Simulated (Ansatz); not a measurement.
# Is the response still linear at 0.4 V/Å? 1T-SnSe2 3 layers, AB

The dipole of a slab grows in proportion to a weak field along its normal. Does the weak-field slope carry to a strong field?

How it was computed: Ansatz 0.2.0, plane waves with PAW datasets (its set soft_2), PBE-D3(BJ); atoms held at their relaxed places, 18 Å of vacuum, dipole correction, cell area 12.66 Å², 12×12 k-points, smearing 0.02585 eV. Without field the slab has a gap of 0.46 eV.

```tsv
run	field (V/Å)	dipole (e·Å)
run 1	−0.10	−0.11529
run 2	−0.05	−0.05781
run 3	0.00	−0.00035
run 4	0.05	0.05713
run 5	0.10	0.11473
run 6	0.40	?
```

Q: Estimate the withheld value from the rows shown.

A least-squares line through the 5 rows shown has slope 1.149960 and intercept −0.000318; no row lies more than 0.00005 e·Å off it. A perfect conductor with that slope would be 180.95 × 1.14996 / 12.66 = 16.44 Å thick. At 0.40 it gives 1.149960 × 0.40 + (−0.000318) = 0.45967 e·Å, beyond the rows fitted. Rounding and scatter of the rows alone allow about ±0.00021 e·Å there.

The run itself gives 0.48014 e·Å: a miss of +0.02047 e·Å. That is 4.4 % of the induced dipole, a departure from the straight line; meanwhile the gap has gone from 0.46 eV to 0.08 eV.

**Limits.** Ions are held, so this is the electronic response. Of the series that stay linear within 1 %, this collection keeps about one in seven, and it keeps all that bend. With a small gap or none the response hangs on mesh and smearing, which were not varied here.

[Logs are printed without paths, hosts, clocks, repeated set-up lines and the standing remarks that a program may print on its own settings, such as how far it seeks lower states.]
